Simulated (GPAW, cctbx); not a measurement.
# Cs2KIrCl6: deformation density and structure factors from DFT

Aim: compute the bonding part of the density of Cs2KIrCl6, find which reflections carry it, and see how it biases an ordinary refinement.

The cell comes from substitution in a known structure type and wasn't matched to any measured phase. All numbers below are calculated.

**1. Relax the structure**

The density hangs on the geometry, so cell and atoms are relaxed first, with the symmetry held. The cutoff is set higher than for the density because stress converges slowly with plane waves.

Settings: GPAW 26.7.0, PBE, 570 eV, 3×3×3 k-points, Fermi–Dirac width 0.05 eV, BFGS to 0.03 eV/Å.

```text
cell
1.0
     0.000000000    5.280500000    5.280500000
     5.280500000    0.000000000    5.280500000
     5.280500000    5.280500000    0.000000000
Ir Cs K Cl
1 2 1 6
Direct
0.000000000 0.000000000 0.000000000
0.250000000 0.250000000 0.250000000
0.750000000 0.750000000 0.750000000
0.500000000 0.500000000 0.500000000
0.213200000 0.786800000 0.786800000
0.213200000 0.786800000 0.213200000
0.786800000 0.213200000 0.213200000
0.786800000 0.786800000 0.213200000
0.213200000 0.213200000 0.786800000
0.786800000 0.213200000 0.786800000
```

```console
$ OMP_NUM_THREADS=1 mpirun -n 4 gpaw python run.py > gpaw.log
```

```text
BFGS:    0      -36.730657        1.884203
BFGS:    1      -37.015905        1.271591
BFGS:    2      -37.300909        0.262749
BFGS:    3      -37.312735        0.188449
...
BFGS:    8      -37.363917        0.138642
BFGS:    9      -37.367868        0.039636
BFGS:   10      -37.368243        0.004404
cell  7.6320 7.6320 7.6320  60.00 60.00 60.00
volume 314.339 A^3, largest force 0.004 eV/A, largest stress 0.02 GPa
```

After 10 steps the volume has changed by +6.7 % and the energy by -0.638 eV; the largest stress left is 0.02 GPa. It took 5.3 min on 4 cores of Arm Neoverse N1 (shared host), peak memory 1.7 GiB.

Relaxed structure: Fm-3m (no. 225), a = 10.7933 Å, b = 10.7933 Å, c = 10.7933 Å, α = 90.00°, β = 90.00°, γ = 90.00°.

```csv
atom,mult.,x,y,z
Ir1,4,0,0,0
Cs1,8,1/4,3/4,3/4
K1,4,1/2,0,0
Cl1,24,0.7804,0,0
```

**2. The all-electron density**

X-rays see the whole electron density, so the PAW density is rebuilt with its core regions. Subtracting spherical free atoms from the same code cancels the cores and leaves the deformation density Δρ, the part due to bonding.

Settings: PBE, 450 eV, 3×3×3 k-points, Fermi–Dirac width 0.05 eV; primitive cell of 10 atoms.

```console
$ OMP_NUM_THREADS=1 mpirun -n 4 gpaw python run.py > gpaw.log
```

```text
|iter:   1|       0s |  -37.762434 | -0.05 |       |
|iter:   2|       2s |  -37.775157 | -1.35 | -1.35 |
|iter:   3|       3s |  -37.345038 | -1.66 | -1.39 |
...
|iter:   8|      12s |  -37.234452c| -5.75 | -3.75 |
|iter:   9|      14s |  -37.234453c| -6.73 | -4.46c|
|iter:  10|      16s |  -37.234453c| -7.48c| -4.98c|
```

```text
grid (80, 80, 80)  electrons 308.000  moved by bonding 2.087 e
deformation density beyond 0.5 A of the nuclei: max 0.688, min -1.030 e/A^3
atom        x       y       z   Voronoi charge  moment
Ir1    0.0000  0.0000  0.0000      0.102       0.00
Cs2    0.2500  0.2500  0.2500      0.216       0.00
Cs3    0.7500  0.7500  0.7500      0.216       0.00
K 4    0.5000  0.5000  0.5000      0.225       0.00
Cl5    0.2196  0.7804  0.7804     -0.126       0.00
Cl6    0.2196  0.7804  0.2196     -0.126       0.00
Cl7    0.7804  0.2196  0.2196     -0.126       0.00
Cl8    0.7804  0.7804  0.2196     -0.126       0.00
Cl9    0.2196  0.2196  0.7804     -0.126       0.00
Cl10   0.7804  0.2196  0.7804     -0.126       0.00
mean inner potential of superposed free atoms 12.287 V
total magnetic moment 0.000 muB
```

Deformation density in a plane through the shortest contact of the Ir atom at the origin, in 0.01 e/Å³ (clipped at ±99); x from -1.6 to 4.0 Å, y from 2.4 down to -2.4 Å:

```text
  0   2   6   5   .   .   6   4   1   0  -1  -1  -1  -1   0   1
  0   1   1  -4   .  -8  -1   1   0   0  -1  -1  -1  -1  -1   0
 -1  -1   0   3   5   5   2   0  -1  -1   0   0   0   0  -1  -1
 -1  -1   0   2   1   1   1  -1  -1   0   1   2   2   1   0  -1
  1   0  -1  -3 -44 -26   0  -1   1   0   2   7   5   2   0  -1
  4   3  -8  19   .   3   2  -6   5  -1  -5   .   0   0   0  -1
  5   3 -39 -85   .   . -84 -18   8  -3   .   . -12  -4  -1  -1
  4   3  -9  20   .   3   2  -5   5  -1  -5   .   0   0   0  -1
  1   0  -1  -3 -45 -25   0  -1   1   0   2   7   5   2   0  -1
 -1  -1   0   1   1   2   1  -1  -1   0   1   2   2   1   0  -1
 -1  -1   0   3   5   4   2   0  -1  -1   0   0   0   0  -1  -1
  0   1   1  -5   .  -7  -1   1   0   0  -1  -1  -1  -1  -1   0
  0   2   6   5   .   .   6   4   1   0  -1  -1  -1  -1   0   1
```

Atoms in or within 0.15 Å of the plane: Ir (0.0, 0.0), Cl (0.0, -2.4), Cl (2.4, 0.0), Cl (0.0, 2.4) Å. Dots mark points within about 0.45 Å of a nucleus; large values next to them are atomic features.

Cl gains most (-0.13 e) and K loses most (+0.23 e); Cl is the most electronegative element, but the order of the others doesn't follow electronegativity. Such charges fall far short of formal ones, since overlapping free atoms already put density on their neighbours. Along the shortest contact from the Ir atom at the map's origin, Ir–Cl at 2.37 Å, Δρ is 0.00 e/Å³ at the midpoint and highest, +0.08, 1.47 Å from Ir (points within 0.5 Å of a nucleus left out): little sits at the middle, as in a polar contact, whose build-up shifts to the more electronegative atom. At the midpoints of other shortest contacts it is -0.01 (K–Cl, 3.03 Å) and -0.01 (Cl–Cl, 3.35 Å) e/Å³. Point values carry grid noise of about 0.01 e/Å³. The run needed 10 iterations, 33 s.

**3. From the density to structure factors**

The Fourier components of Δρ, added to those of the free atoms, give the static X-ray structure factors; the Mott–Bethe relation turns them into the Fourier components V of the potential that fast electrons feel.

```text
static structure factors of the conventional cell: F in electrons, V (Mott-Bethe) in volts
   h  k  l      d  |F| table  |F| free   |F| DFT   change   |V| free  |V| DFT  change %
   1  1  1  6.2315   299.526   299.445   300.073    0.627     1.421    1.332     -6.2
   0  2  0  5.3967    85.437    85.159    86.121    0.962     0.494    0.392    -20.7
   0  2  2  3.8160   636.749   636.925   635.504   -1.421     3.753    3.828      2.0
   1  3  1  3.2543   197.231   197.102   196.951   -0.151     0.494    0.500      1.2
   2  2  2  3.1158   334.787   335.193   338.012    2.819     3.517    3.417     -2.8
   0  4  0  2.6983   952.054   952.268   954.501    2.233     6.421    6.361     -0.9
   1  3  3  2.4762   120.070   119.650   119.384   -0.265     0.209    0.203     -2.8
   0  4  2  2.4135    40.094    39.735    40.540    0.804     0.260    0.243     -6.6
   2  4  2  2.2032   539.394   539.189   540.092    0.903     2.311    2.295     -0.7
   3  3  3  2.0772    56.777    56.150    56.097   -0.052     0.714    0.714     -0.1
   1  5  1  2.0772   302.159   302.005   301.881   -0.124     1.458    1.460      0.1
   0  4  4  1.9080   812.029   812.478   811.896   -0.582     4.563    4.571      0.2
   1  5  3  1.8244   229.426   229.168   229.090   -0.078     0.800    0.801      0.1
   2  4  4  1.7989    12.034    11.616    11.878    0.262     0.030    0.027    -10.3
```

The largest X-ray change is +2.82 e on 222, 0.8 % of |F|. For electrons V goes as (Z − F)/g², so a change of F counts against Z − F, which is small at low angle and wherever the atoms' terms cancel: |V| of 020 moves by -20.7 % (0.49 to 0.39 V) against +1.1 % in |F|. The tabulated Hartree–Fock atoms differ from the free DFT atoms by up to 0.63 e, so the choice of reference atom matters too.

**4. Which functional?**

The same geometry is run with other functionals, to see whether the bonding signal is larger than the spread between approximations. Free atoms are LDA for LDA and PBE otherwise. Any other changed setting is in the row's label.

| run | ΔF 222 (e) | ΔF 040 (e) | ΔF 022 (e) | q(Cl) (e) | moved (e) | time |
| --- | --- | --- | --- | --- | --- | --- |
| PBE | +2.819 | +2.233 | -1.421 | -0.126 | 2.087 | 33 s |
| LDA | +2.315 | +1.753 | -1.357 | -0.117 | 1.916 | 31 s |
| RPBE | +3.186 | +2.626 | -1.398 | -0.132 | 2.299 | 33 s |

At the base's settings ΔF(222) spans +2.315 to +3.186 e, a spread of 31 % of the PBE value; over the three listed reflections the spread is at most 39 %, so the sign holds and the size hangs on the functional. Times are from shared hosts.

**5. What a spherical-atom refinement makes of it**

Routine crystallography fits spherical atoms. To see the bias, intensities are simulated from tabulated atoms plus the DFT change ΔF, so that bonding alone can misfit (14330 reflections of the full sphere, merged to the counts below, to 0.45 Å, 1.5 % proportional noise plus counting noise, assumed isotropic U as listed, Δρ smeared by the mean U) and refined with cctbx over different ranges.

| range | data | R1 | GooF | U Ir1 (true 0.0057) | U Cs1 (true 0.0065) | U K1 (true 0.0095) | U Cl1 (true 0.0099) | largest shift (Å) | Δρ max, min (e/Å³) |
| --- | --- | --- | --- | --- | --- | --- | --- | --- | --- |
| all data | 415 | 0.0034 | 1.17 | 0.0057 | 0.0065 | 0.0095 | 0.0099 | 0.0000 | 0.50, -0.66 |
| low resolution, d > 0.84 | 83 | 0.0027 | 1.34 | 0.0057 | 0.0065 | 0.0097 | 0.0098 | 0.0005 | 0.16, -0.26 |
| high order, d < 0.75 | 305 | 0.0036 | 1.06 | 0.0057 | 0.0065 | 0.0095 | 0.0099 | 0.0000 | 0.32, -0.39 |
| occupancies free, d > 0.7 | 131 | 0.0029 | 1.35 | 0.0057 | 0.0064 | 0.0093 | 0.0098 | 0.0000 | 0.27, -0.44 |

With all data GooF is 1.17, diluted by the many high-angle data; the misfit shows at low resolution; the top residual peak lies 0.64 Å from Ir and 2.07 Å from Cl. No U is off by more than 3 s.u. at low resolution. With Ir1 held at 1 and the scale free, the other occupancies refine to Cs1 0.999(0.001), K1 0.994(0.004) and Cl1 0.998(0.002), within three s.u. of full.

**6. Answer**

Bonding moves 2.09 e in the primitive cell of Cs2KIrCl6 and changes the structure factors of the conventional cell in the table above by at most 2.82 e (222, 0.8 %), and among reflections above 2 % of the strongest by up to 2.0 % (042). The shortest bond, Ir–Cl, has Δρ = 0.00 e/Å³ at its midpoint, low for a shared bond; with the charge transfer this is a polar contact. At the base's settings ΔF(222) spans +2.315 to +3.186 e, a spread of 31 % of the PBE value; over the three listed reflections the spread is at most 39 %, so the sign holds and the size hangs on the functional. With all data GooF is 1.17, diluted by the many high-angle data. Limits: static density, frozen cores, no spin–orbit coupling.

[Outputs are excerpts: Python notices, other lines and further rows are left out; steps that failed or that the build refused (PBEsol, TPSS) are not shown.]

[Logs are printed without paths, hosts, clocks, repeated set-up lines and the standing remarks that a program may print on its own settings, such as how far it seeks lower states.]
